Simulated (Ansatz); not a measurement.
# A thicker film of KF (110) from two thinner ones

In a field along its normal an insulating film takes a dipole p. Written as a length, p/(ε₀AE), it should grow by 1 − 1/ε for each ångström added.

Set-up. Ansatz 0.2.0, plane waves with PAW datasets (its set soft_2), PBE; rocksalt films relaxed at a bulk in-plane lattice constant near the measured one, then held in weak fields of both signs with a dipole correction (A is the cell's area, E the outer field).

```
     run  distance between the outer atoms (Å)  p/(ε₀AE) (Å)
 5 units                                 7.566         5.047
 8 units                                13.381         7.907
12 units                                21.120             ?
```

**Question.** What value belongs in the row marked “?”, and how far can the other rows tell?

Two rows fix a line: slope = (7.907 − 5.047) / (13.381 − 7.566) = 0.4918, intercept 1.3261. That slope means ε = 1/(1 − 0.4918) = 1.97. At 21.120 it gives 0.4918 × 21.120 + 1.3261 = 11.713 Å, beyond the rows fitted. Rounding of the rows alone allows about ±0.003 Å there; two rows can't show whether the line holds.

The run itself gives 11.719 Å: a miss of +0.006 Å, or 0.1 % of the value. The length is met to within 1 %, though ε is more sensitive than the length: the two thickest films give ε = 1.97.

Caveats: This is the electronic response alone. A unit is one step of the cut along the normal (a plane, a pair of planes or a cell), and the layers relax along it, away from their bulk spacing where the functional's lattice constant differs from the one held.

[Logs are printed without paths, hosts, clocks, repeated set-up lines and the standing remarks that a program may print on its own settings, such as how far it seeks lower states.]
